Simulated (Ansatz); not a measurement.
**Li2HgF4 (built on the sites of a database entry of Cs2HgF4): following an unstable mode**

Which phase does Li2HgF4 (built on the sites of a database entry of Cs2HgF4) fall into along its unstable mode, and how much energy does it gain?

Method: DFT PBEsol, scalar-relativistic, plane waves, PAW, in Ansatz 0.2.0.

The structure was built from a prototype and need not be the compound's stable phase.

## Step 1: The starting structure

Symmetry: I4/mmm, No. 139, tetragonal system. Conventional cell: a = 4.540 Å, b = 4.540 Å, c = 10.845 Å, α = 90.00°, β = 90.00°, γ = 90.00°. Nearest to Li lie 1 F at 1.70 Å. Nearest to Hg lie 6 F at 2.20 to 2.27 Å. Nearest to F lie 1 Li at 1.70 Å and 1 Hg at 2.20 Å. F has 2 Hg at 2.27 Å nearest. Farther neighbours and most contacts between anions are not listed.

## Step 2: Modes at Γ

The cell comes from relaxations at this level that are not shown. The zone centre is the only wavevector solved here; it holds the modes that light can see, as far as symmetry allows. The response to a homogeneous field gives the Born charges and the dielectric tensor.

input.yaml

```yaml
crystal:
  lattice:
    - [-2.2698744399, 2.2698744399, 5.4223198673]
    - [2.2698744399, -2.2698744399, 5.4223198673]
    - [2.2698744399, 2.2698744399, -5.4223198673]
  atoms:
    - { symbol: Li, position: [0.3590037198, 0.3590037198, 0.0] }
    - { symbol: Li, position: [0.6409962802, 0.6409962802, 0.0] }
    - { symbol: Hg, position: [0.0, 0.0, 0.0] }
    - { symbol: F, position: [0.2024518664, 0.2024518664, 0.0] }
    - { symbol: F, position: [0.7975481336, 0.7975481336, 0.0] }
    - { symbol: F, position: [0.0, 0.5, 0.5] }
    - { symbol: F, position: [0.5, 0.0, 0.5] }
kpoints:
  mp_grid: { grid: [8, 8, 8] }
hamiltonian:
  xc: pbesol
scf:
  occupations: { method: fixed }
output:
  eigenvalues: true
phonons:
  method: dfpt
  dielectric: true
  rigid_motions: translations
```

Run with:

```console
$ ansatz run input.yaml --threads 8 --pin off --max-ram 14336MiB --backend cpu --events-out ev --progress --plain --runs-dir out
```

Numbers of over 12 decimals in the logs are rounded to 6 here.

Log:

```text
Engine: ansatz 0.2.0, aarch64-unknown-linux-gnu
Pseudopotentials: kind: paw
Pseudopotential: Li, paw, valence charge 3, recommended cutoff 420 eV (normal), Li.paw.azcp
Pseudopotential: Hg, paw, valence charge 20, recommended cutoff 420 eV (normal), Hg.paw.azcp
Pseudopotential: F, paw, valence charge 7, recommended cutoff 420 eV (normal), F.paw.azcp
Functional definition: PBEsol
  exchange = pbesol_x
  correlation = pbesol_c
Crystal: 7 atoms, lattice volume = 111.750 Å³
Basis set: ecut = 420 eV, 2195 PW (Γ), exchange–correlation on 90×90×90 points (8 copies of the dense FFT grid, shifted against one another)
Bands: 34, of which v1, the nominal top of the filled ones, is band 27 counted from 1 (26 counted from 0)
Symmetry: 16 space group operations
k-points: 260 of 512 (irreducible under 1 space group operation, time reversal used)
Non-local potential: Li, projectors of the file, l = 0: 3, l = 1: 2, l = 2: 1
Non-local potential: Hg, projectors of the file, l = 0: 3, l = 1: 2, l = 2: 2, l = 3: 1
Non-local potential: F, projectors of the file, l = 0: 2, l = 1: 2, l = 2: 1
PAW form: soft (Blöchl's): semilocal exchange-correlation on the pseudo side does not see the compensation charge
PAW frozen core: Hg, regenerated for the run's functional, and the local potential with it (the file was generated under x = pbe(κ = 0.804, μ = 0.219515), c = pbe(β = 0.066725))
PAW frozen core: F, regenerated for the run's functional, and the local potential with it (the file was generated under x = pbe(κ = 0.804, μ = 0.219515), c = pbe(β = 0.066725))
PAW one-centre angular grid: Li, 110 points (default); XC on 64 Gauss nodes
PAW one-centre angular grid: Hg, 590 points (default); XC on 64 Gauss nodes
PAW one-centre angular grid: F, 110 points (default); XC on 64 Gauss nodes
Initial density: superposition of atomic densities (neutral atoms: chi_scale 0, normalization atom), corrected by the library's trained network
Initial wavefunctions: pseudopotential atomic-orbital guess
Functional: x = pbesol(κ = 0.804, μ = 0.123457), c = pbesol(β = 0.046)
SCF iter   1: F=—  HF=-17278.294836 eV  |F-HF|=—  |Δ(HF+E_count)|=         —  Δρ=1.19e-2  dr2=9.88e-2  ethr=1.77e-3  ⟨swp⟩=4.9  Hψ=30742  notcnv=0  defer=1288
preconditioner: auto → Resta (q_TF=auto, 2.417 Å⁻¹)  ε∞=3.6  [insulator: Δε(μ)=1.676 eV  Ē_g=14.147 eV  n_scr=32 (ndim 8)  ℏωp=22.8 eV  f_vac=0.295  ε∞_Penn≈3.6]
SCF iter   2: F=—  HF=-17278.268965 eV  |F-HF|=—  |Δ(HF+E_count)|=   2.59e-2  Δρ=2.91e-3  dr2=4.55e-3  ethr=1.83e-4  ⟨swp⟩=2.0  Hψ=16394  notcnv=0  defer=1293
SCF iter   3: F=—  HF=-17278.267961 eV  |F-HF|=—  |Δ(HF+E_count)|=   1.00e-3  Δρ=9.91e-4  dr2=8.40e-4  ethr=8.42e-6  ⟨swp⟩=2.0  Hψ=13619  notcnv=0  defer=1299
SCF iter   4: F=—  HF=-17278.267862 eV  |F-HF|=—  |Δ(HF+E_count)|=   9.89e-5  Δρ=2.25e-4  dr2=6.59e-5  ethr=1.55e-6  ⟨swp⟩=2.0  Hψ=14676  notcnv=0  defer=1299
SCF iter   5: F=—  HF=-17278.267862 eV  |F-HF|=—  |Δ(HF+E_count)|=   2.97e-7  Δρ=1.63e-4  dr2=2.30e-5  ethr=1.22e-7  ⟨swp⟩=2.0  Hψ=12532  notcnv=0  defer=685
SCF iter   6: F=—  HF=-17278.267862 eV  |F-HF|=—  |Δ(HF+E_count)|=   6.61e-8  Δρ=4.73e-5  dr2=1.96e-6  ethr=4.26e-8  ⟨swp⟩=2.0  Hψ=13264  notcnv=0  defer=665
SCF iter   7: F=—  HF=-17278.267937 eV  |F-HF|=—  |Δ(HF+E_count)|=   7.49e-5  Δρ=1.01e-5  dr2=1.68e-7  ethr=3.63e-9  ⟨swp⟩=2.3  Hψ=12457  notcnv=0  defer=665
SCF iter   8: F=—  HF=-17278.267937 eV  |F-HF|=—  |Δ(HF+E_count)|=   2.06e-7  Δρ=1.82e-6  dr2=7.14e-9  ethr=3.11e-10  ⟨swp⟩=2.3  Hψ=13055  notcnv=0  defer=665
SCF iter   9: F=—  HF=-17278.267937 eV  |F-HF|=—  |Δ(HF+E_count)|=   8.58e-9  Δρ=3.68e-7  dr2=3.36e-10  ethr=1.32e-11  ⟨swp⟩=2.1  Hψ=13280  notcnv=0  defer=665
SCF iter  10: F=-17278.267937 eV  HF=-17278.267937 eV  |F-HF|=4.00e-11  |Δ(HF+E_count)|=  1.67e-10  Δρ=1.18e-7  dr2=2.75e-11  ethr=1.00e-12  ⟨swp⟩=11.8  Hψ=49147  notcnv=0
SCF 1 converged in 10 iterations: F = -17278.267937 eV  dr2 = 2.75e-11
  greatest PAW one-centre occupation: 1.000 electrons in one spin orbital (limit 2), on the Hg atom at site 2 (counted from 0), in its partial waves of l = 0
NSCF: frozen V_eff on 3 k-points
DFPT response loops at Γ: preconditioner auto → none (the input reference at scf.mixing.eps_inf says where Resta's filter doesn't serve); β = 0.50; Broyden in place of MSR1
SCF converged after 10 iterations
Free energy (F): -17278.267937 eV
Harris-Foulkes:  -17278.267937 eV  (|F-HF|=4.00e-11)
Internal energy: -17278.267937 eV  (E = F + TS)
E sigma→0 (E₀):  -17278.267937 eV
Fermi energy:    2.165526 eV
--- Per-component energies (eV) ---
  E_band       = -929.009990
  E_kinetic    = 1467.479516
  E_local      = -7112.436009  (includes V_loc(G=0)·N_el)
  E_nonlocal   = 310.177277
  E_hartree    = 2912.628817
  E_xc         = -551.600400
  E_vxc        = -690.639710  (∫ρ·V_xc dr)
  E_paw        = -10614.583271  (= ΣΔE_a)
  E_vpaw       = -728.857727  (= ΣTr[D̂ρ^β])
  E_aug_tail   = 0.009051  (compensation charges beyond the density's cutoff)
  E_ewald      = -3690.441339
  E_core_change = 0.498422  (= ΣΔE_core)
  E_smearing   = -0.000000  (= −TS)
  E_closure    = -0.000000  (closes the sum)
  Σ components = -17278.267937   (vs F -17278.267937, Δ=0.00e0)
--- Band table (eV; the first three rows and the last of 260) ---
  k-point 0: bands = [... 23 lower, 0.1366, 0.1366, 0.2677, 0.2677, 3.8734, 8.2831, 9.8974, 10.7517, ... 3 higher]
  k-point 1: bands = [... 23 lower, 0.1139, 0.2112, 0.3035, 0.6876, 4.2082, 8.3510, 9.9960, 10.7488, ... 3 higher]
  k-point 2: bands = [... 23 lower, 0.1793, 0.3821, 0.8562, 1.3236, 5.1434, 8.4756, 9.8320, 10.3811, ... 3 higher]
  k-point 259: bands = [... 23 lower, -0.1925, 0.0425, 0.5663, 0.5663, 4.3592, 7.8453, 8.5098, 11.3664, ... 3 higher]
--- Phonons (Γ-DFPT): 9 representative perturbations + reference, on 260 of 512 k-points (Σ response iterations 35) ---
  k mesh reduced under 1 symmetry operation, with k and −k counted as one. Each operation leaves every solved perturbation unchanged. A smaller set is not considered because the run solves the response to a homogeneous field
  ASR residual: 1.552e-4 → 0.000e0 eV/Å²; symmetrization residual: 3.427e-6 eV/Å²
  ASR residual per site (eV/Å²): 1.32e-4 1.32e-4 9.56e-6 1.55e-4 1.55e-4 8.91e-5 8.91e-5
  Γ frequencies (cm⁻¹): -245.47 -245.47 -175.96 -175.96 -97.06 -97.06 -32.71 0.00 0.00 0.00 83.23 110.37 110.37 115.60 115.60 290.45 347.25 403.23 403.23 622.15 644.14
  ε∞ (high-frequency dielectric tensor):
        2.652687     0.000000     0.000000
        0.000000     2.652687     0.000000
       -0.000000    -0.000000     2.233118
  softest optical mode at Γ: -245.47 cm⁻¹; the repairs (sum rule, projections) moved no ω² at Γ by more than (2.83 cm⁻¹)²
  Born effective charges Z* (e; rows j = field, columns β = displacement):
    site 0:
         1.08389    0.00000   -0.00000
         0.00000    1.08389   -0.00000
        -0.00000   -0.00000    1.23124
    site 1:
         1.08389    0.00000    0.00000
         0.00000    1.08389    0.00000
        -0.00000   -0.00000    1.23124
    site 2:
         2.41186    0.00000   -0.00000
         0.00000    2.41186   -0.00000
         0.00000    0.00000    2.28513
    site 3:
        -0.80051    0.00000    0.00000
         0.00000   -0.80051    0.00000
        -0.00000   -0.00000   -1.68390
    site 4:
        -0.80051    0.00000   -0.00000
         0.00000   -0.80051    0.00000
         0.00000   -0.00000   -1.68390
    site 5:
        -2.03335    0.00000    0.00000
         0.00000   -0.94528    0.00000
        -0.00000   -0.00000   -0.68991
    site 6:
        -0.94528    0.00000    0.00000
         0.00000   -2.03335    0.00000
        -0.00000    0.00000   -0.68991
  Z* charge neutrality: 1.314e-4 e pre-enforcement
  k-mesh period / interband length: 36.3 Å / 1.18 Å = 30.76 at k = (0.1250, -0.1250, 0.1250), direct gap 3.356 eV — 14 or more, which is no proof of convergence
  optical modes at Γ without the LO–TO term, one row a degenerate level:
      ω (cm⁻¹)  modes    IR ((D/Å)²/amu)
       -245.47      2            18.4368
       -175.96      2             0.0000
        -97.06      2             3.0489
        -32.71      1             0.0000
         83.23      1             2.0463
        110.37      2             0.0000
        115.60      2             0.0482
        290.45      1             0.0341
        347.25      1             0.0000
        403.23      2            10.7506
        622.15      1            16.6418
        644.14      1             0.0000
  optical modes at Γ + LO–TO along q̂ = [1.0000, 0.0000, 0.0000]:
      ω (cm⁻¹)  modes    IR ((D/Å)²/amu)
       -245.47      1             9.2184
       -175.96      2             0.0000
       -159.17      1             1.4051
        -97.06      1             1.5245
[...]
optical modes at Γ + LO–TO along q̂ = [0.0000, 1.0000, 0.0000]:
      ω (cm⁻¹)  modes    IR ((D/Å)²/amu)
[...]
optical modes at Γ + LO–TO along q̂ = [0.0000, 0.0000, 1.0000]:
      ω (cm⁻¹)  modes    IR ((D/Å)²/amu)
       -245.47      2            18.4368
       -175.96      2             0.0000
        -97.06      2             3.0489
        -32.71      1             0.0000
        110.37      2             0.0000
        115.60      2             0.0482
        139.63      1             1.0463
        290.85      1             0.0220
        347.25      1             0.0000
        403.23      2            10.7506
        644.14      1             0.0000
        730.95      1            17.6539
```

Elapsed: 4.8 min, on 8 threads of Arm Neoverse V1, shared host; peak memory 3.7 GiB.

Reading the cycles: dr2 is the Hartree energy of the density residual (eV), the measure of convergence; HF is the Harris–Foulkes estimate of the energy, which meets the free energy F at convergence.

This step gave:

```
gap on the k-mesh                                       : 1.708 eV
volume per atom                                         : 15.96 Å³
sum-rule residual before enforcement                    : 1.55e-4 eV/Å²
miss of the charge sum rule                             : 1.31e-4 e
point group                                             : 4/mmm
highest optical mode at the zone centre (no LO-TO term) : 644.1 cm⁻¹
lowest optical zone-centre mode                         : -245.5 cm⁻¹
mean high-frequency dielectric constant                 : 2.513
largest Born charge (third of the trace)                : 2.370 e
top of the zone-centre spectrum with the field          : 731.0 cm⁻¹
```

Without the LO-TO term. Patterns of degenerate modes are one choice out of their space. Modes at Γ, with each element's share of the kinetic energy (negative means imaginary):

| mode | frequency (cm⁻¹) | symmetry | Li % | Hg % | F % |
| --- | --- | --- | --- | --- | --- |
| 1 | -245.5 | Eu | 57 | 0 | 42 |
| 2 | -245.5 | Eu | 57 | 0 | 42 |
| 3 | -176.0 | Eg | 91 | 0 | 9 |
| 4 | -176.0 | Eg | 91 | 0 | 9 |
| 5 | -97.1 | Eu | 7 | 1 | 92 |
| 6 | -97.1 | Eu | 7 | 1 | 92 |
| 7 | -32.7 | B2u | 0 | 0 | 100 |
| 8 | 0.0 | acoustic | 5 | 69 | 26 |
| 9 | 0.0 | acoustic | 5 | 69 | 26 |
| 10 | 0.0 | acoustic | 5 | 69 | 26 |
| 11 | 83.2 | A2u | 1 | 13 | 86 |
| 12 | 110.4 | Eg | 9 | 0 | 91 |
| 13 | 110.4 | Eg | 9 | 0 | 91 |
| 14 | 115.6 | Eu | 31 | 23 | 46 |
| 15 | 115.6 | Eu | 31 | 23 | 46 |
| 16 | 290.4 | A2u | 35 | 18 | 47 |
| 17 | 347.2 | A1g | 25 | 0 | 75 |
| 18 | 403.2 | Eu | 0 | 6 | 94 |
| 19 | 403.2 | Eu | 0 | 6 | 94 |
| 20 | 622.1 | A2u | 60 | 0 | 40 |
| 21 | 644.1 | A1g | 75 | 0 | 25 |

Displacements in mode 1 (-245.5 cm⁻¹), the largest set to 1:
```
Li1 -1.00 -0.04  0.00
Li2 -1.00 -0.04  0.00
Hg3 -0.02  0.00  0.00
F4   0.12  0.01  0.00
F5   0.12  0.01  0.00
F6   0.01  0.03  0.00
F7   0.71  0.00  0.00
```

Displacements in mode 12 (110.4 cm⁻¹), the largest set to 1:
```
Li1  0.51  0.01  0.00
Li2 -0.51 -0.01  0.00
Hg3  0.00  0.00  0.00
F4  -1.00 -0.01  0.00
F5   1.00  0.01  0.00
F6   0.00  0.00  0.00
F7   0.00  0.00  0.00
```

Before it was imposed, the acoustic sum rule was missed by 1.6e-4 eV/Å² and the charge sum rule by 1.3e-4 e. Small misses are needed for a sound result but don't prove that mesh and cutoff are converged. The lowest optical mode is imaginary, 245.5i cm⁻¹, so the energy falls along it.

## Step 3: The mode frozen in, largest atomic shift 0 Å

The mode followed lies at Γ with frequency 245.5i cm⁻¹ and is 2-fold degenerate, the softest among the wavevectors solved. At small amplitude the distorted cell has space group no. 8 by a symmetry search on the positions. The undistorted cell that holds it gives the zero of energy on the same k mesh.

Edit input.yaml of step 2 so:

```diff
@@ -18,8 +18,6 @@
 scf:
-  occupations: { method: fixed }
+  occupations: { method: gaussian, width: 0.02 }
 output:
+  forces: true
+  stress: true
   eigenvalues: true
-phonons:
-  method: dfpt
-  dielectric: true
-  rigid_motions: translations
```

Log:

```text
[...]
Crystal: 7 atoms, lattice volume = 111.750 Å³
Basis set: ecut = 420 eV, 2195 PW (Γ), exchange–correlation on 90×90×90 points (8 copies of the dense FFT grid, shifted against one another)
Bands: 34, of which v1, the nominal top of the filled ones, is band 27 counted from 1 (26 counted from 0)
Symmetry: 16 space group operations
[...]
k-points: 59 of 512
[...]
k-point 0: bands = [... 23 lower, 0.1365, 0.1365, 0.2676, 0.2676, 3.8734, 8.2830, 9.8972, 10.7517, ... 2 higher]
  k-point 1: bands = [... 23 lower, 0.1139, 0.2111, 0.3035, 0.6876, 4.2082, 8.3509, 9.9958, 10.7488, ... 2 higher]
  k-point 2: bands = [... 23 lower, 0.1792, 0.3821, 0.8562, 1.3236, 5.1434, 8.4754, 9.8320, 10.3810, ... 2 higher]
  k-point 58: bands = [... 23 lower, -0.1925, 0.0424, 0.5663, 0.5663, 4.3592, 7.8452, 8.5096, 11.3664, ... 2 higher]
[key lines of the parts left out:]
SCF converged after 8 iterations
Free energy (F): -17278.267937 eV
Fermi energy:    3.019671 eV
P = ⅓ Tr σ = 0.0027 GPa (0.027 kbar)
```

Wall time 1.9 s (8 threads); peak memory 0.62 GiB; 13 s of CPU time.

This step gave:

| Item | Value |
| --- | --- |
| pressure | 0.002662 GPa |
| energy from the undistorted cell | 0 meV/atom |

At this level the gap is 1.71 eV on the k-mesh of the self-consistent run, which can miss the band edges.

## Step 4: The mode frozen in, largest atomic shift 0.6 Å

The atoms are moved along the unstable eigenvector, the largest shift by 0.6 Å, with the cell fixed.

input.yaml

```yaml
crystal:
  lattice:
    - [-2.2698744399, 2.2698744399, 5.4223198673]
    - [2.2698744399, -2.2698744399, 5.4223198673]
    - [2.2698744399, 2.2698744399, -5.4223198673]
  atoms:
    - { symbol: Li, position: [0.2944384491, 0.4743256654, 0.050756675] }
    - { symbol: Li, position: [0.5764310096, 0.7563182259, 0.050756675] }
    - { symbol: Hg, position: [-0.0014456208, 0.0025820662, 0.0011364454] }
    - { symbol: F, position: [0.2103659223, 0.1883163364, -0.0062214741] }
    - { symbol: F, position: [0.8054621895, 0.7834126036, -0.0062214741] }
    - { symbol: F, position: [0.0460276988, 0.4989673141, 0.5449950128] }
    - { symbol: F, position: [0.5005781696, -0.0822114385, 0.4183667312] }
kpoints:
  mp_grid: { grid: [8, 8, 8] }
hamiltonian:
  xc: pbesol
scf:
  occupations: { method: gaussian, width: 0.02 }
output:
  forces: true
  stress: true
  eigenvalues: true
```

Log:

```text
[...]
Crystal: 7 atoms, lattice volume = 111.750 Å³
Basis set: ecut = 420 eV, 2195 PW (Γ), exchange–correlation on 90×90×90 points (8 copies of the dense FFT grid, shifted against one another)
Bands: 34, of which v1, the nominal top of the filled ones, is band 27 counted from 1 (26 counted from 0)
Symmetry: 2 space group operations
[...]
k-points: 150 of 512 (time reversal used)
[...]
k-point 0: bands = [... 23 lower, -0.0233, 0.0987, 0.2080, 0.2764, 3.7669, 8.8195, 9.8230, 10.8400, ... 2 higher]
  k-point 1: bands = [... 23 lower, 0.0665, 0.1683, 0.1717, 0.6635, 4.0923, 8.8830, 9.8648, 10.8226, ... 2 higher]
  k-point 2: bands = [... 23 lower, 0.0148, 0.3303, 0.6712, 1.2359, 4.9817, 8.9290, 9.9597, 10.7680, ... 2 higher]
  k-point 149: bands = [... 23 lower, -0.2151, 0.0646, 0.4097, 0.5140, 4.4036, 7.7773, 8.8885, 11.3095, ... 2 higher]
[key lines of the parts left out:]
SCF converged after 9 iterations
Free energy (F): -17278.949599 eV
Fermi energy:    2.757478 eV
P = ⅓ Tr σ = -1.1735 GPa (-11.735 kbar)
```

It took 8 s on 8 threads; peak memory 0.77 GiB; 61 s of CPU time.

This step gave:

- pressure: -1.174 GPa
- gap on the k-mesh: 2.019 eV
- energy from the undistorted cell: -97.38 meV/atom

The energy, extrapolated to zero smearing, is -97.38 meV/atom against the undistorted cell.

The run ends at a pressure of -1.17 GPa, with forces up to 0.83 eV/Å.

## Step 5: Energy along the mode, all amplitudes (two of the runs are shown above)

An imaginary frequency means negative curvature, so the energy should fall and then rise again as anharmonic terms take over.

Numbers from this step:

```
depth at the lowest point sampled  : 97.38 meV/atom
largest atomic shift at that point : 0.6 Å
```

Table of energy from the parent by largest atomic shift:

| largest atomic shift (Å) | energy from the parent (meV/atom) |
| --- | --- |
| 0.000 | 0 |
| 0.040 | -0.612 |
| 0.080 | -2.44 |
| 0.140 | -7.38 |
| 0.220 | -17.7 |
| 0.320 | -35.7 |
| 0.450 | -64.1 |
| 0.600 | -97.4 |

Displacement at unit largest shift by atom:

| atom | x (Å) | y (Å) | z (Å) | size |
| --- | --- | --- | --- | --- |
| Li1 | 0.87 | -0.49 | 0.00 | 1.00 |
| Li2 | 0.87 | -0.49 | 0.00 | 1.00 |
| Hg3 | 0.02 | -0.01 | 0.00 | 0.02 |
| F4 | -0.11 | 0.06 | 0.00 | 0.12 |
| F5 | -0.11 | 0.06 | 0.00 | 0.12 |
| F6 | -0.01 | 0.35 | 0.00 | 0.35 |
| F7 | -0.62 | 0.00 | 0.00 | 0.62 |

The lowest of the steps tried is the last one, at 0.6 Å, 97.4 meV/atom below the parent; the bottom of the well need not coincide with a step.

[end of part 1 of 2]

[Logs are printed without paths, hosts, clocks, repeated set-up lines and the standing remarks that a program may print on its own settings, such as how far it seeks lower states.]

[Hosts, paths, dates, database ids (printed as entryN), source tags and the programs' standing remarks are cut or masked in the printed files.]
